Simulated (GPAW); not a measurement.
# Collinear magnetic orders of Co2 Ru2 Co2 0001 with GPAW, part 2 of 2

A self-consistent run ends on one state, which hangs on the start. Several orders of Co2 Ru2 Co2 0001 are started in GPAW and their energies compared.

GPAW 26.7.0; PBE; plane waves with GPAW's PAW setups, scalar-relativistic.

So far. Step 2 (Run 1 (ferro ++++)): After 49 cycles the largest moment stands at 1.83 μB.

## Step 3: Start 2: antiferro ++--

Reversing part of the moments tests the sign of the couplings between them.

The input, order2.py:

```python
import json
import numpy as np
from ase import Atoms
from ase.parallel import paropen, parprint
from gpaw import GPAW

atoms = Atoms(['Co', 'Co', 'Ru', 'Ru', 'Co', 'Co'],
    cell=[[2.706, 0.0, 0.0],
         [-1.353, 2.343465, 0.0],
         [0.0, 0.0, 21.5405]],
    scaled_positions=[[0.0, 0.0, 0.278546],
         [0.333333, 0.666667, 0.359807],
         [0.0, 0.0, 0.450219],
         [0.333333, 0.666667, 0.549781],
         [0.0, 0.0, 0.640193],
         [0.333333, 0.666667, 0.721454]],
    pbc=True,
    magmoms=[1.8, 1.8, 0.0, 0.0, -1.8, -1.8])
atoms.calc = GPAW(mode={'name': 'pw', 'ecut': 450},
    xc='PBE',
    kpts={'size': (20, 20, 1), 'gamma': True},
    occupations={'name': 'fermi-dirac', 'width': 0.05},
    convergence={'density': 1e-05, 'energy': 1e-05},
    maxiter=250,
    mixer={'name': 'pulay', 'beta': 0.03, 'nmaxold': 8, 'weight': 100},
    symmetry={'tolerance': 1e-4},
    txt='order2.txt')
e = atoms.get_potential_energy(force_consistent=True)
res = {'free_energy': e, 'energy_sigma0': atoms.get_potential_energy(), 'fermi_energy': atoms.calc.get_fermi_level()}
res['moments'] = atoms.get_magnetic_moments().tolist()
res['total'] = atoms.get_magnetic_moment()
parprint('site moments (muB):', np.round(res['moments'], 3))
parprint(f"total moment: {res['total']:.3f} muB")
parprint(f'free energy: {e:.6f} eV')
atoms.calc.write('order2.gpw')
with paropen('results.json', 'w') as f:
    json.dump(res, f)
```

On the command line:

```console
OMP_NUM_THREADS=1 mpirun -n 4 gpaw python order2.py > order2.log
```

Log:

```text
site moments (muB): [ 1.837  1.476  0.026 -0.026 -1.476 -1.837]
total moment: -0.000 muB
free energy: -48.664483 eV

--- order2.txt ---
Input parameters:
  mode=PW(ecut=450),
  convergence={'density': 1e-05, 'energy': 1e-05},
  kpts=MonkhorstPack(size=(20, 20, 1), gamma=True),
  maxiter=250,
  mixer=Pulay(name='pulay', nmaxold=8, beta=0.03, weight=100, sigma=0.015, g_ss=None),
  occupations=Occupations(name='fermi-dirac', width=0.05),
  symmetry=Symmetry(tolerance=0.0001),
  xc=XC(name='PBE')

Diagonalizing LCAO Hamiltonian
Converting LCAO to pw mode

        Co

       Co
        Ru

       Ru
        Co

       Co

Atoms  # Å, Bohr magnetons
|   | symbol |         x |        y |         z |    initial magnetic moments |
|---|--------|-----------|----------|-----------|-----------------------------|
| 0 |     Co |  0.000000 | 0.000000 |  6.000020 | ( 0.0000,  0.0000,  1.8000) |
| 1 |     Co | -0.000001 | 1.562311 |  7.750423 | ( 0.0000,  0.0000,  1.8000) |
| 2 |     Ru |  0.000000 | 0.000000 |  9.697942 | ( 0.0000,  0.0000,  0.0000) |
| 3 |     Ru | -0.000001 | 1.562311 | 11.842558 | ( 0.0000,  0.0000,  0.0000) |
| 4 |     Co |  0.000000 | 0.000000 | 13.790077 | ( 0.0000,  0.0000, -1.8000) |
| 5 |     Co | -0.000001 | 1.562311 | 15.540480 | ( 0.0000,  0.0000, -1.8000) |

Unit cell  # Å
| periodic |         x |        y |         z |   lengths |     angles |
|----------|-----------|----------|-----------|-----------|------------|
|      yes |  2.706000 | 0.000000 |  0.000000 |  2.706000 |  90.000000 |
|      yes | -1.353000 | 2.343465 |  0.000000 |  2.706000 |  90.000000 |
|      yes |  0.000000 | 0.000000 | 21.540500 | 21.540500 | 119.999997 |

Number of symmetries: 6

BZ-sampling:
  Number of BZ points: 400
  Number of IBZ points: 44

  Monkhorst-Pack size: [20, 20, 1]
  Monkhorst-Pack shift: [0.025, 0.025, 0.0]

Plane wave coefficients: 3027
Cutoff: 450.000000 eV

Spin-components: 2 (collinear spins)
Bands:           45
Projectors:      36
Spin-degeneracy: 1
Datatype:        complex128

Parallelization:
  kpt:    4
  domain: 1
  band:   1

Density:
  Valence electrons: 68.0
  Components: 2
  Grid points: [ 14  14 108]
  Charge: 0.0  # |e|

Potential:
  Grid points: [ 14  14 108]

[... setups left out ...]
Reference energy: -398101.089589  # eV

eigensolver:
  PPCG
  Converge bands: occupied
  niter=2

density mixing:
  Pulay-Mixer
  Linear mixing parameters: 0.03
  Old densities: 8
  Fourier metric: weight=100, sigma=0.015

occupation numbers:
  Fermi-Dirac:
    width: 0.0500  # eV

poisson solver:
  ecut: 3600.000000  # eV

xc functional:
  name: PBE with 2 nearest neighbor stencil

convergence criteria:
- Maximum integral of absolute [dens]ity change: 1e-05 electrons / valence electron
- Maximum [total energy] change in last 3 cyles: 1e-05 eV / valence electron
- Maximum integral of absolute [eigenst]ate change: 4e-08 eV^2 / valence electron
maximum number of iterations: 250

SCF iterations
|iter     |      energy | eigst |  dens |  magmom |
|---------|-------------|-------|-------|---------|
|iter:   1|       0s |  -56.847769 | +0.29 |       |  +0.0000|
|iter:   2|       4s |  -56.801764 | -0.38 | -0.64 |  +0.0000|
|iter:   3|       8s |  -50.657836 | -1.03 | -0.63 |  +0.0000|
|iter:   4|      12s |  -50.149005 | -2.26 | -1.04 |  +0.0001|
|iter:   5|      16s |  -48.812151 | -0.79 | -1.08 |  -0.0010|
|iter:   6|      20s |  -48.782096 | -2.12 | -1.33 |  -0.0003|
|iter:   7|      25s |  -48.805855 | -3.16 | -1.35 |  -0.0001|
|iter:   8|      29s |  -48.644393 | -2.13 | -1.34 |  -0.0002|
|iter:   9|      33s |  -48.578559 | -1.85 | -1.48 |  -0.0001|
|iter:  10|      37s |  -48.560537 | -3.11 | -1.64 |  -0.0001|
[... 29 iterations left out ...]
|iter:  40|     155s |  -48.635418c| -8.08c| -4.19 |  -0.0000|
|iter:  41|     157s |  -48.635417c| -7.58c| -4.25 |  -0.0000|
|iter:  42|     159s |  -48.635417c| -7.90c| -4.49 |  -0.0000|
|iter:  43|     161s |  -48.635416c| -8.23c| -4.53 |  -0.0000|
|iter:  44|     163s |  -48.635416c| -8.54c| -4.62 |  -0.0000|
|iter:  45|     165s |  -48.635416c| -8.33c| -4.66 |  -0.0000|
|iter:  46|     167s |  -48.635415c| -8.35c| -4.78 |  -0.0000|
|iter:  47|     169s |  -48.635415c| -8.70c| -4.92 |  -0.0000|
|iter:  48|     170s |  -48.635415c| -8.88c| -4.99 |  -0.0000|
|iter:  49|     172s |  -48.635415c| -9.32c| -5.07c|  -0.0000|

Converged in 49 steps
Energy contributions relative to reference atoms: (reference = -398101.089589)

Energy contributions:
  Kinetic:          27.594012
  Coulomb:         -29.354961
  Zero:              0.593189
  External:          0.000000
  Xc:              -47.438586
  Entropy:          -0.058137
  Spinorbit:         0.000000
  ----------------------------
  Free energy:     -48.664483
  Extrapolated:    -48.635415

dipole moment: (-19.304675, -16.633291, -0.000031)  # |e|*Ang

Total magnetic moment: (0.000000, 0.000000, -0.000003)

Local magnetic moments
|        x |        y |         z |
|----------|----------|-----------|
| 0.000000 | 0.000000 |  1.836685 |  # Co   0
| 0.000000 | 0.000000 |  1.476359 |  # Co   1
| 0.000000 | 0.000000 |  0.025870 |  # Ru   2
| 0.000000 | 0.000000 | -0.025870 |  # Ru   3
| 0.000000 | 0.000000 | -1.476362 |  # Co   4
| 0.000000 | 0.000000 | -1.836683 |  # Co   5

Fermi level: 3.998
Eigenvalues  # (at kpt = [-0.000, -0.000, 0.000])
| band index |      eig [eV] | occ [0-1] |      eig [eV] | occ [0-1] |
|------------|---------------|-----------|---------------|-----------|
|          0 |       -69.011 |     1.000 |       -69.011 |     1.000 |
|        ... |               |           |               |           |
|         29 |         2.899 |     1.000 |         2.899 |     1.000 |
|         30 |         2.899 |     1.000 |         2.899 |     1.000 |
|         31 |         3.142 |     1.000 |         3.142 |     1.000 |
|         32 |         3.142 |     1.000 |         3.142 |     1.000 |
|         33 |         3.252 |     1.000 |         3.252 |     1.000 |
|         34 |         3.707 |     0.997 |         3.707 |     0.997 |
|         35 |         3.707 |     0.997 |         3.707 |     0.997 |
|         36 |         3.751 |     0.993 |         3.751 |     0.993 |
|         37 |         4.353 |     0.001 |         4.353 |     0.001 |
|         38 |         4.353 |     0.001 |         4.353 |     0.001 |
|         39 |         4.749 |     0.000 |         4.749 |     0.000 |
|         40 |         4.850 |     0.000 |         4.850 |     0.000 |
|         41 |         4.850 |     0.000 |         4.850 |     0.000 |
|         42 |         5.105 |     0.000 |         5.105 |     0.000 |
|         43 |         5.105 |     0.000 |         5.105 |     0.000 |
|         44 |         5.522 |     0.000 |         5.522 |     0.000 |

No gap
No difference between direct/indirect transitions
```

Run time: 3 min. Hardware: 4 MPI ranks of Arm Neoverse V2, shared host; peak memory 1 GiB; 12 min of CPU time.

Spin moment in the augmentation sphere by atom:

```
atom  spin moment in the augmentation sphere (μB)
 Co1                                         1.84
 Co2                                         1.48
 Ru3                                         0.03
 Ru4                                        -0.03
 Co5                                        -1.48
 Co6                                        -1.84
```

Numbers from this step:

| Item | Value |
| --- | --- |
| magnetization | 0 μB |
| final state | antiferromagnetic |

It lies 10.1 meV a seeded atom over the first start, and its largest moment is 1.84 μB against 1.83 μB.

## Step 4: Order 3, typed as no spin polarisation

Without spin polarisation no moment can form, so the difference from the other runs is what forming moments gains.

nospin.py is the script of step 3 with these lines changed:

```diff
@@ -16,4 +16,3 @@
          [0.333333, 0.666667, 0.721454]],
-    pbc=True,
-    magmoms=[1.8, 1.8, 0.0, 0.0, -1.8, -1.8])
+    pbc=True)
 atoms.calc = GPAW(mode={'name': 'pw', 'ecut': 450},
@@ -26,11 +25,7 @@
     symmetry={'tolerance': 1e-4},
-    txt='order2.txt')
+    txt='nospin.txt')
 e = atoms.get_potential_energy(force_consistent=True)
 res = {'free_energy': e, 'energy_sigma0': atoms.get_potential_energy(), 'fermi_energy': atoms.calc.get_fermi_level()}
-res['moments'] = atoms.get_magnetic_moments().tolist()
-res['total'] = atoms.get_magnetic_moment()
-parprint('site moments (muB):', np.round(res['moments'], 3))
-parprint(f"total moment: {res['total']:.3f} muB")
 parprint(f'free energy: {e:.6f} eV')
-atoms.calc.write('order2.gpw')
+atoms.calc.write('nospin.gpw')
 with paropen('results.json', 'w') as f:
```

On the command line:

```console
OMP_NUM_THREADS=1 mpirun -n 4 gpaw python nospin.py > nospin.log
```

Log:

```text
free energy: -47.549195 eV

--- nospin.txt ---
Input parameters:
  mode=PW(ecut=450),
  convergence={'density': 1e-05, 'energy': 1e-05},
  kpts=MonkhorstPack(size=(20, 20, 1), gamma=True),
  maxiter=250,
  mixer=Pulay(name='pulay', nmaxold=8, beta=0.03, weight=100, sigma=0.015, g_ss=None),
  occupations=Occupations(name='fermi-dirac', width=0.05),
  symmetry=Symmetry(tolerance=0.0001),
  xc=XC(name='PBE')

[...]
|        ... |               |           |
|         27 |         2.121 |     2.000 |
|         28 |         2.702 |     2.000 |
|         29 |         2.760 |     2.000 |
|         30 |         2.760 |     2.000 |
[...]
|         40 |         4.119 |     0.001 |
|         41 |         4.702 |     0.000 |
|         42 |         4.718 |     0.000 |
|        ... |               |           |
|         44 |         5.424 |     0.000 |

No gap
No difference between direct/indirect transitions

[key lines of the parts left out:]
Free energy:     -47.549195
Converged in 38 steps
dipole moment: (-19.277531, -16.656198, -0.000038)  # |e|*Ang
Fermi level: 3.710
```

Run time: 74 s. Hardware: 4 MPI ranks; peak memory 0.88 GiB; 4.9 min of CPU time.

Numbers from this step:

| Item | Value |
| --- | --- |
| final state | non-magnetic (no spin polarisation) |

It lies 289 meV a seeded atom over the first start.

## Step 5: Ranking

Energies are divided by the number of seeded atoms, so that cells of unlike size compare.

Orders:

```
               start        final state  typed order kept  energy over the lowest (meV a seeded atom)  largest site moment (μB)  net moment (μB a primitive cell)  mesh matched  CPU time (s)
          ferro ++++      ferromagnetic               yes                                           0                     1.829                             6.169           yes           762
      antiferro ++--  antiferromagnetic               yes                                       10.12                     1.837                                 0           yes         726.2
no spin polarisation       non-magnetic                 -                                       288.9                         0                                 0           yes         296.1
```

## Step 6: Summary of results

```yaml
lowest_state_found: ferromagnetic (typed ferro ++++)
largest_site_moment: 1.83 μB
next_state: antiferromagnetic, 10.1 meV a seeded atom higher
energy_gained_by_spin_polarisation: 289 meV a seeded atom
```

**Reading.** The lowest state found is ferromagnetic, reached from the start ferro ++++, with moments up to 1.83 μB. The next state costs 10 meV a seeded atom. Only 3 starts were tried; other collinear patterns, canted and longer-period orders were not.

[Long decimals in the printed logs are rounded to 6 places.]

[Logs and program files are shortened in this print: banners, set-up blocks, solver, clock and traceback lines can be left out without a mark of their own.]

[Logs are printed without paths, hosts, clocks, repeated set-up lines and the standing remarks that a program may print on its own settings, such as how far it seeks lower states.]

[Hosts, paths, dates, database ids (printed as entryN), source tags and the programs' standing remarks are cut or masked in the printed files.]

[Where the starting crystal was built by hand or by swapping elements, it need not be the compound's stable phase.]

[Where a cell is said to come from a database of computed structures, the database is the Materials Project.]

[Runs that the program refused, that were killed for memory or that had too few empty states are not shown or counted.]

[Lattice constants of own cells that a recipe calls measured were typed without a cited source.]
